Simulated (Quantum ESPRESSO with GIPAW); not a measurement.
## K2S2O7: NMR parameters from first principles

Aim: the magnetic shielding of every site in K2S2O7.

Method: DFT, PBEsol, plane-wave PAW (pslibrary 1.0.0 recipes), scalar-relativistic, GIPAW; a patched development version of the program, in Quantum ESPRESSO with GIPAW 8.0dev (patched build).

**1. The structure**

Symmetry: C2/c, No. 15, monoclinic system. The conventional cell has a = 12.365 Å, b = 7.312 Å, c = 7.287 Å, α = 90.00°, β = 93.08°, γ = 90.00°. Nearest to K lie 9 O at 2.71 to 3.25 Å. S has 4 O at 1.46 to 1.66 Å nearest. O has 1 S at 1.47 Å and 3 K at 2.75 to 3.08 Å nearest. Nearest to O lie 1 S at 1.46 Å and 3 K at 2.81 to 3.25 Å. Nearest to O lie 2 S at 1.66 Å. Nearest to O lie 1 S at 1.47 Å and 3 K at 2.71 to 2.79 Å. Farther neighbours and most contacts between anions are not listed.

The cell is an entry of the Crystallography Open Database.

This structure had its atoms relaxed beforehand (DFT, PBEsol, plane-wave PAW (pslibrary 1.0.0 recipes), Quantum ESPRESSO with GIPAW), starting from the database entry, since shieldings follow bond lengths closely.

**2. Self-consistent run**

The shielding is a linear response of the occupied states, which this run provides. It is converged far beyond what an energy needs, since the response uses the wavefunctions themselves. No empty states are asked for: the response is solved without them. The mesh has a spacing of 0.44 Å⁻¹ at most. The PAW files were made with ld1.x from the pslibrary 1.0.0 recipes, with GIPAW reconstruction switched on.

Input file run_scf.py:

```python
from ase import Atoms
from ase.calculators.espresso import Espresso, EspressoProfile

atoms = Atoms(
    ['K', 'K', 'K', 'K', 'S', 'S', 'S', 'S', 'O', 'O', 'O', 'O', 'O', 'O', 'O', 'O', 'O', 'O', 'O', 'O', 'O', 'O'],
    cell=[
        [6.18265000, -3.65610000, 0.00000000],
        [6.18265000, 3.65610000, 0.00000000],
        [-0.39142002, 0.00000000, 7.27627959],
    ],
    scaled_positions=[
        [0.00309728, 0.70292865, 0.14488702],
        [0.29707135, 0.99690272, 0.35511298],
        [0.99690272, 0.29707135, 0.85511298],
        [0.70292865, 0.00309728, 0.64488702],
        [0.58015012, 0.21448809, 0.13976771],
        [0.78551191, 0.41984988, 0.36023229],
        [0.41984988, 0.78551191, 0.86023229],
        [0.21448809, 0.58015012, 0.63976771],
        [0.73423707, 0.15215061, 0.99358494],
        [0.84784939, 0.26576293, 0.50641506],
        [0.26576293, 0.84784939, 0.00641506],
        [0.15215061, 0.73423707, 0.49358494],
        [0.35852652, 0.30455544, 0.07842949],
        [0.69544456, 0.64147347, 0.42157051],
        [0.64147347, 0.69544456, 0.92157051],
        [0.30455544, 0.35852652, 0.57842949],
        [0.57658527, 0.42341473, 0.25000000],
        [0.42341473, 0.57658527, 0.75000000],
        [0.64521428, 0.04941010, 0.27692892],
        [0.95058990, 0.35478572, 0.22307108],
        [0.35478572, 0.95058990, 0.72307108],
        [0.04941010, 0.64521428, 0.77692892],
    ],
    pbc=True,
)
atoms.calc = Espresso(
    profile=EspressoProfile(command='mpirun -np 4 pw.x -nk 4', pseudo_dir='./'),
    pseudopotentials={
        'K': 'K.pbesol-spn-kjpaw_psl.1.0.0-gipaw.UPF',
        'S': 'S.pbesol-n-kjpaw_psl.1.0.0-gipaw.UPF',
        'O': 'O.pbesol-n-kjpaw_psl.1.0.0-gipaw.UPF',
    },
    input_data={
        'control': {'calculation': 'scf', 'prefix': 'x', 'outdir': './tmp/'},
        'system': {'ecutwfc': 55, 'ecutrho': 330, 'nbnd': 72},
        'electrons': {'conv_thr': 1.0e-10, 'mixing_beta': 0.7, 'electron_maxstep': 100},
    },
    kpts=(3, 3, 2),
    koffset=(0, 0, 0),
)
print('energy', atoms.get_potential_energy(), 'eV')
```

ASE writes espresso.pwi from it and starts pw.x, whose log goes to espresso.pwo.

The run is started by

```console
$ python run_scf.py
```

Output:

```text
Warning: card &CELL ignored
Warning: card &FCP ignored
Warning: card &RISM ignored

     using ibrav=0 with symmetry is DISCOURAGED, use correct ibrav instead

     bravais-lattice index     =            0
     lattice parameter (alat)  =      13.5735  a.u.
     unit-cell volume          =    2219.8759 (a.u.)^3
     number of atoms/cell      =           22
     number of atomic types    =            3
     number of electrons       =       144.00
     number of Kohn-Sham states=           72
     kinetic-energy cutoff     =      55.0000  Ry
     charge density cutoff     =     330.0000  Ry
     scf convergence threshold =      1.0E-10
     mixing beta               =       0.7000
     number of iterations used =            8  plain     mixing
     Exchange-correlation= SLA-PW-PSX-PSC
                           (   1   4  10   8   0   0   0)
[...]
K                 9.00    39.09830     K ( 1.00)
     S                 6.00    32.06000     S ( 1.00)
     O                 6.00    15.99900     O ( 1.00)

      4 Sym. Ops., with inversion, found ( 2 have fractional translation)
[...]
number of k points=     8
[...]
Dense  grid:   224799 G-vectors     FFT dimensions: (  80,  80,  80)

     Smooth grid:   122309 G-vectors     FFT dimensions: (  72,  72,  72)

     Check: negative core charge=   -0.000004

     Initial potential from superposition of free atoms

     starting charge     143.9256, renormalised to     144.0000
     Starting wfcs are  104 randomized atomic wfcs

     Self-consistent Calculation

     iteration #  1     ecut=    55.00 Ry     beta= 0.70
     Davidson diagonalization with overlap
     ethr =  1.00E-02,  avg # of iterations =  2.0

     total energy              =   -1276.32565444 Ry
     estimated scf accuracy    <       7.98043500 Ry

     iteration #  2     ecut=    55.00 Ry     beta= 0.70
     Davidson diagonalization with overlap
     ethr =  5.54E-03,  avg # of iterations = 10.0

     total energy              =   -1280.66483499 Ry
     estimated scf accuracy    <      12.98573747 Ry

     iteration #  3     ecut=    55.00 Ry     beta= 0.70
     Davidson diagonalization with overlap
     ethr =  5.54E-03,  avg # of iterations =  2.0

     total energy              =   -1279.29195758 Ry
     estimated scf accuracy    <       3.95862927 Ry

[...]
total energy              =   -1282.48185194 Ry
[...]
iteration # 39     ecut=    55.00 Ry     beta= 0.70
     Davidson diagonalization with overlap
     ethr =  2.49E-12,  avg # of iterations =  1.0

     total energy              =   -1282.48185194 Ry
     estimated scf accuracy    <          2.0E-09 Ry

     iteration # 40     ecut=    55.00 Ry     beta= 0.70
     Davidson diagonalization with overlap
     ethr =  1.39E-12,  avg # of iterations =  5.4

     End of self-consistent calculation
     [one-electron energies left out]

!    total energy              =   -1282.48185194 Ry
     total all-electron energy =    -10100.211081 Ry
     estimated scf accuracy    <          9.1E-11 Ry

     The total energy is the sum of the following terms:
     one-electron contribution =    -331.92830720 Ry
     hartree contribution      =     239.06926054 Ry
     xc contribution           =    -169.56652301 Ry
     ewald contribution        =    -496.68547038 Ry
     one-center paw contrib.   =    -523.37081188 Ry

     convergence has been achieved in  40 iterations
[...]
JOB DONE.
```

Elapsed: 6.1 min, on 4 MPI ranks of Arm Neoverse V2, shared host; peak memory 1.9 GiB; 24 min of CPU time.

It converged in 40 cycles to an estimated accuracy of 9e-11 Ry, on 8 irreducible k-points.

**3. Magnetic response**

A uniform field breaks periodicity, so gipaw.x applies it as a wave of small q and takes the limit. It solves for the first-order states, builds the induced current and gets the field at each nucleus by Biot–Savart; the PAW spheres add what the smooth waves miss near the nuclei. pawproj makes the reconstruction use the PAW data sets' own projectors.

Input file nmr.in:

```
&inputgipaw
  job = 'nmr'
  prefix = 'x'
  tmp_dir = './tmp/'
  restart_mode = 'from_scratch'
  verbosity = 'low'
  q_gipaw = 0.01
  spline_ps = .true.
  conv_threshold = 1.0d-11
  use_nmr_macroscopic_shape = .false.
  pawproj(1) = .true.
  pawproj(2) = .true.
  pawproj(3) = .true.
/
```

The run is started by

```console
$ mpirun -np 4 gipaw.x -in nmr.in > nmr.out
```

Output:

```text
[banner, memory and clock lines left out]
[a note of our patched build left out]

     Parallelizing q-star over 1 images

     IMPORTANT: XC functional enforced from input :
     Exchange-correlation= PBESOL
                           (   1   4  10   8   0   0   0)
     Any further DFT definition will be discarded
     Please, verify this is what you really want

     Check: negative core charge=   -0.000004
[...]
projs nearly linearly dependent: l=0  n1,n2= 1, 2  s=  0.99583929
[...]
alpha_pv=     53.4336 eV

     spline_ps is .false., expect some extrapolation errors

     q-space interpolation up to    66.00 Rydberg

     GIPAW job: nmr
     NMR macroscopic correction: no
[...]
Computing the magnetic susceptibility     isolve=0    ethr=  0.1000E-10
     Starting from scratch
     k-point #    1 of     8      pool #  1    cpu time:       2.1
[...]
End of magnetic susceptibility calculation

     f-sum rule (1st term):
          -141.5744          0.0000         -0.0171
             0.0000       -141.5724         -0.0000
            -0.0167          0.0000       -141.5597

     f-sum rule (2nd term):
            -3.0617          0.0000          0.0173
             0.0000         -3.0634          0.0000
             0.0172         -0.0000         -3.0824

     f-sum rule (should be  -144.6261):
          -144.6361          0.0000          0.0003
             0.0000       -144.6358         -0.0000
             0.0005          0.0000       -144.6421

[... susceptibilities left out ...]
     Contributions to the NMR chemical shifts: -------------------------------

     Macroscopic shape contribution in ppm:                    0.00
             0.0000          0.0000          0.0000
             0.0000          0.0000          0.0000
             0.0000          0.0000          0.0000

     Core contribution in ppm:

     Atom  1  K   pos: (  0.599824  0.356221  0.146773)  core sigma:        1192.38
     Atom  2  K   pos: (  1.094451  0.356221  0.359736)  core sigma:        1192.38
     Atom  3  K   pos: (  1.067203 -0.356221  0.866245)  core sigma:        1192.38
     Atom  4  K   pos: (  0.572577 -0.356221  0.653282)  core sigma:        1192.38
     Atom  5  S   pos: (  0.676377 -0.186125  0.141587)  core sigma:         978.84
     Atom  6  S   pos: (  1.017898 -0.186125  0.364922)  core sigma:         978.84
     Atom  7  S   pos: (  0.990651  0.186125  0.871431)  core sigma:         978.84
     Atom  8  S   pos: (  0.649130  0.186125  0.648096)  core sigma:         978.84
     Atom  9  O   pos: (  0.708823 -0.296288  1.006520)  core sigma:         270.50
     Atom 10  O   pos: (  0.930957 -0.296288  0.513008)  core sigma:         270.50
     Atom 11  O   pos: (  0.958204  0.296288  0.006499)  core sigma:         270.50
     Atom 12  O   pos: (  0.736070  0.296288  0.500011)  core sigma:         270.50
     Atom 13  O   pos: (  0.566481 -0.027472  0.079450)  core sigma:         270.50
     Atom 14  O   pos: (  1.127794 -0.027472  0.427059)  core sigma:         270.50
     Atom 15  O   pos: (  1.100546  0.027472  0.933568)  core sigma:         270.50
     Atom 16  O   pos: (  0.539234  0.027472  0.585960)  core sigma:         270.50
     Atom 17  O   pos: (  0.847137 -0.077965  0.253255)  core sigma:         270.50
     Atom 18  O   pos: (  0.819890  0.077965  0.759764)  core sigma:         270.50
     Atom 19  O   pos: (  0.582814 -0.303270  0.280534)  core sigma:         270.50
     Atom 20  O   pos: (  1.111460 -0.303270  0.225975)  core sigma:         270.50
     Atom 21  O   pos: (  1.084213  0.303270  0.732484)  core sigma:         270.50
     Atom 22  O   pos: (  0.555567  0.303270  0.787043)  core sigma:         270.50

     Bare contribution in ppm:

     Atom  1  K   pos: (  0.599824  0.356221  0.146773)  bare sigma:         122.84
[...]
Atom  2  K   pos: (  1.094451  0.356221  0.359736)  bare sigma:         122.84
[...]
Atom  3  K   pos: (  1.067203 -0.356221  0.866245)  bare sigma:         122.84
[...]
Atom  4  K   pos: (  0.572577 -0.356221  0.653282)  bare sigma:         122.84
[...]
Atom  5  S   pos: (  0.676377 -0.186125  0.141587)  bare sigma:         -56.66
[...]
Atom  6  S   pos: (  1.017898 -0.186125  0.364922)  bare sigma:         -56.66
[...]
Atom  7  S   pos: (  0.990651  0.186125  0.871431)  bare sigma:         -56.66
[...]
Atom  8  S   pos: (  0.649130  0.186125  0.648096)  bare sigma:         -56.66
[...]
Atom  9  O   pos: (  0.708823 -0.296288  1.006520)  bare sigma:          16.91
[...]
Atom 10  O   pos: (  0.930957 -0.296288  0.513008)  bare sigma:          16.91
[...]
Atom 11  O   pos: (  0.958204  0.296288  0.006499)  bare sigma:          16.91
[...]
Atom 12  O   pos: (  0.736070  0.296288  0.500011)  bare sigma:          16.91
[...]
Atom 13  O   pos: (  0.566481 -0.027472  0.079450)  bare sigma:          17.33
[...]
Atom 14  O   pos: (  1.127794 -0.027472  0.427059)  bare sigma:          17.33
[...]
Paramagnetic US L_R Q_R contribution in ppm:

     Atom  1  K   pos: (  0.599824  0.356221  0.146773)  para_lq sigma:         106.46
[...]
Atom  2  K   pos: (  1.094451  0.356221  0.359736)  para_lq sigma:         106.46
[...]
Atom  3  K   pos: (  1.067203 -0.356221  0.866245)  para_lq sigma:         106.46
[...]
Atom  4  K   pos: (  0.572577 -0.356221  0.653282)  para_lq sigma:         106.46
[...]
Atom  5  S   pos: (  0.676377 -0.186125  0.141587)  para_lq sigma:          43.26
[...]
Atom  6  S   pos: (  1.017898 -0.186125  0.364922)  para_lq sigma:          43.26
[...]
Atom  7  S   pos: (  0.990651  0.186125  0.871431)  para_lq sigma:          43.26
[...]
Atom  8  S   pos: (  0.649130  0.186125  0.648096)  para_lq sigma:          43.26
[...]
Atom  9  O   pos: (  0.708823 -0.296288  1.006520)  para_lq sigma:        -213.12
[...]
Atom 10  O   pos: (  0.930957 -0.296288  0.513008)  para_lq sigma:        -213.12
[...]
Atom 11  O   pos: (  0.958204  0.296288  0.006499)  para_lq sigma:        -213.12
[...]
Atom 12  O   pos: (  0.736070  0.296288  0.500011)  para_lq sigma:        -213.12
[...]
Atom 13  O   pos: (  0.566481 -0.027472  0.079450)  para_lq sigma:        -212.49
[...]
Atom 14  O   pos: (  1.127794 -0.027472  0.427059)  para_lq sigma:        -212.49
[...]
Atom 15  O   pos: (  1.100546  0.027472  0.933568)  para_lq sigma:        -212.49
[...]
Atom 16  O   pos: (  0.539234  0.027472  0.585960)  para_lq sigma:        -212.49
[...]
Atom 17  O   pos: (  0.847137 -0.077965  0.253255)  para_lq sigma:        -221.78
[...]
Atom 18  O   pos: (  0.819890  0.077965  0.759764)  para_lq sigma:        -221.78
[...]
Atom 19  O   pos: (  0.582814 -0.303270  0.280534)  para_lq sigma:        -212.86
[...]
Atom 20  O   pos: (  1.111460 -0.303270  0.225975)  para_lq sigma:        -212.86
[...]
Atom 21  O   pos: (  1.084213  0.303270  0.732484)  para_lq sigma:        -212.86
[...]
Atom 22  O   pos: (  0.555567  0.303270  0.787043)  para_lq sigma:        -212.86
[...]
Total NMR chemical shifts in ppm: ---------------------------------------
     (adopting the Simpson convention for anisotropy and asymmetry)-----------

     Atom  1  K   pos: (  0.599824  0.356221  0.146773)  Total sigma:        1203.81
          1198.3944          3.5857          1.6581
             3.4211       1203.3165          5.0395
             2.1611          1.9222       1209.7153

     K       1    anisotropy:     12.30    eta:    0.7648
[...]
Atom  2  K   pos: (  1.094451  0.356221  0.359736)  Total sigma:        1203.81
[... its tensor is left out ...]
     Atom  3  K   pos: (  1.067203 -0.356221  0.866245)  Total sigma:        1203.81
[... its tensor is left out ...]
     Atom  4  K   pos: (  0.572577 -0.356221  0.653282)  Total sigma:        1203.81
[... its tensor is left out ...]
     Atom  5  S   pos: (  0.676377 -0.186125  0.141587)  Total sigma:         122.77
            70.3295        -63.8326        -71.5866
           -86.3593        167.6610        -44.8803
           -73.5617        -29.9548        130.3214

     S       5    anisotropy:   -208.20    eta:    0.2361
[...]
Atom  6  S   pos: (  1.017898 -0.186125  0.364922)  Total sigma:         122.77
[... its tensor is left out ...]
     Atom  7  S   pos: (  0.990651  0.186125  0.871431)  Total sigma:         122.77
[... its tensor is left out ...]
     Atom  8  S   pos: (  0.649130  0.186125  0.648096)  Total sigma:         122.77
[... its tensor is left out ...]
     Atom  9  O   pos: (  0.708823 -0.296288  1.006520)  Total sigma:          61.85
            57.8120        -21.2252        -46.3471
           -11.6165         41.4089         43.4849
           -39.3554         44.0366         86.3294

     O       9    anisotropy:    114.95    eta:    0.3015
[...]
Atom 10  O   pos: (  0.930957 -0.296288  0.513008)  Total sigma:          61.85
[... its tensor is left out ...]
     Atom 11  O   pos: (  0.958204  0.296288  0.006499)  Total sigma:          61.85
[... its tensor is left out ...]
     Atom 12  O   pos: (  0.736070  0.296288  0.500011)  Total sigma:          61.85
[... its tensor is left out ...]
     Atom 13  O   pos: (  0.566481 -0.027472  0.079450)  Total sigma:          61.86
            53.6027        -25.1453         33.9633
           -51.6336        115.6139        -26.5390
            33.9344         -6.8458         16.3528

     O      13    anisotropy:    119.19    eta:    0.6581
[...]
Atom 14  O   pos: (  1.127794 -0.027472  0.427059)  Total sigma:          61.86
[... its tensor is left out ...]
     Atom 15  O   pos: (  1.100546  0.027472  0.933568)  Total sigma:          61.86
[... its tensor is left out ...]
     Atom 16  O   pos: (  0.539234  0.027472  0.585960)  Total sigma:          61.86
[... its tensor is left out ...]
     Atom 17  O   pos: (  0.847137 -0.077965  0.253255)  Total sigma:         -36.87
            14.5043         -0.0000         62.8196
            -0.0000        -82.6036         -0.0000
            61.9041         -0.0000        -42.5087

     O      17    anisotropy:    137.15    eta:    0.0004
[...]
Atom 18  O   pos: (  0.819890  0.077965  0.759764)  Total sigma:         -36.87
[... its tensor is left out ...]
     Atom 19  O   pos: (  0.582814 -0.303270  0.280534)  Total sigma:          53.94
            34.0771         24.7349        -28.5345
            30.1526         40.0557        -26.3274
           -38.3211        -38.4174         87.6911

     O      19    anisotropy:    105.18    eta:    0.2763
[...]
Atom 20  O   pos: (  1.111460 -0.303270  0.225975)  Total sigma:          53.94
[... its tensor is left out ...]
     Atom 21  O   pos: (  1.084213  0.303270  0.732484)  Total sigma:          53.94
[... its tensor is left out ...]
     Atom 22  O   pos: (  0.555567  0.303270  0.787043)  Total sigma:          53.94
[... its tensor is left out ...]
```

The job ended after 41 min (4 MPI ranks; peak memory 1.2 GiB; 2.7 h of CPU time).

The f-sum rule is met to 0.016 of 144.6 (0.01 %). Converged shieldings require that this miss be small, but a small miss does not prove them.

From the symmetric part of each tensor, with principal values σ11 ≤ σ22 ≤ σ33: σ_iso is their mean, the span is σ33 − σ11 and the skew 3(σ_iso − σ22)/span. (gipaw.x prints an anisotropy in another convention.)

| site | atom no. | atoms in cell | σ_iso (ppm) | span (ppm) | skew |
| --- | --- | --- | --- | --- | --- |
| K | 1 | 4 | 1203.8 | 15.4 | 0.19 |
| S | 5 | 4 | 122.8 | 224.6 | -0.71 |
| O(1) | 9 | 4 | 61.9 | 126.5 | 0.63 |
| O(2) | 13 | 4 | 61.9 | 145.3 | 0.28 |
| O(3) | 17 | 2 | -36.9 | 137.2 | 1.00 |
| O(4) | 19 | 4 | 53.9 | 114.9 | 0.66 |

The macroscopic shape term is switched off. For a spherical sample the valence susceptibility of this run would add about 8 ppm to every site, a rough estimate, since the susceptibility converges slowly and lacks part of the PAW terms. Differences within the crystal don't depend on it, but shieldings of different compounds can't be compared to better than a few ppm without it.

In this run the largest span is that of S (site symmetry 1), with principal values -16.0, 175.8 and 208.6 ppm. On O(1) the most shielded direction lies 8° off its short bond to S: a field along the bond can't mix the bonding orbital with those across it, so the paramagnetic term is smallest there. On O(2) the most shielded direction lies 7° off its short bond to S.

17O, 39K and 33S also have a quadrupolar coupling here. It is not given: on PAW files the efg job of this gipaw.x leaves out the augmentation charge of neighbouring atoms and can miss by tens of per cent.

**4. From shieldings to shifts**

Covalently bonded atoms count as neighbours within 1.18 times the sum of their radii. Otherwise a cation's neighbours lie within 1.2 times its shortest bond (1.3 for large cations, each anion's radius taken off where they differ), and an anion's are the cations that count it.

| site | atom no. | atoms in cell | surroundings | bonds (Å) | σ_iso (ppm) |
| --- | --- | --- | --- | --- | --- |
| K | 1 | 4 | KO9 | 2.71 to 3.25 | 1203.8 |
| S | 5 | 4 | SO4 | 1.46 to 1.66 | 122.8 |
| O(1) | 9 | 4 | non-bridging on S; 4 neighbours | 1.47 to 3.08 | 61.9 |
| O(2) | 13 | 4 | non-bridging on S; 4 neighbours | 1.46 to 3.25 | 61.9 |
| O(3) | 17 | 2 | bridging S-O-S, 124° | 1.659 | -36.9 |
| O(4) | 19 | 4 | non-bridging on S; 4 neighbours | 1.47 to 2.79 | 53.9 |

By surroundings the O shieldings are bridging S-O-S: -36.9; non-bridging on S: 53.9 to 61.9 ppm.

**5. Outcome**

* 17O shielding without shape term: -36.9, 53.9, 61.9, 61.9 ppm
* 39K shielding without shape term: 1203.8 ppm
* 33S shielding without shape term: 122.8 ppm

In words: 17O has 4 sites, in the ratio 1:2:2:2: O(3) (bridging S-O-S, 124°) at a shielding of -36.9, O(4) (non-bridging on S; 4 neighbours) at a shielding of 53.9, O(1) (non-bridging on S; 4 neighbours) at a shielding of 61.9 and O(2) (non-bridging on S; 4 neighbours) at a shielding of 61.9 ppm, shape term left out. A shift needs a reference, δ = σ_ref − σ, fixed on measured compounds; for 17O of this kind at this level too few were at hand, or they scattered too widely about a line, so none is given. No sound run at another cutoff or mesh is at hand, so convergence rests on the f-sum rule and on experience with these files. This build of gipaw.x prints that it is not audited and that its numbers are no references by themselves. It also reports spline_ps as false although the input sets it; why was not traced.

[Banner, clock, file and message-heading lines were taken out of the pw.x and gipaw.x logs.]

[Logs are printed without paths, hosts, clocks, repeated set-up lines and the standing remarks that a program may print on its own settings, such as how far it seeks lower states.]

[Hosts, paths, dates, database ids (printed as entryN), source tags and the programs' standing remarks are cut or masked in the printed files.]

[Where no reference line passes its bar on scatter, no shift is given, so a measured shift of this compound may stand uncompared.]
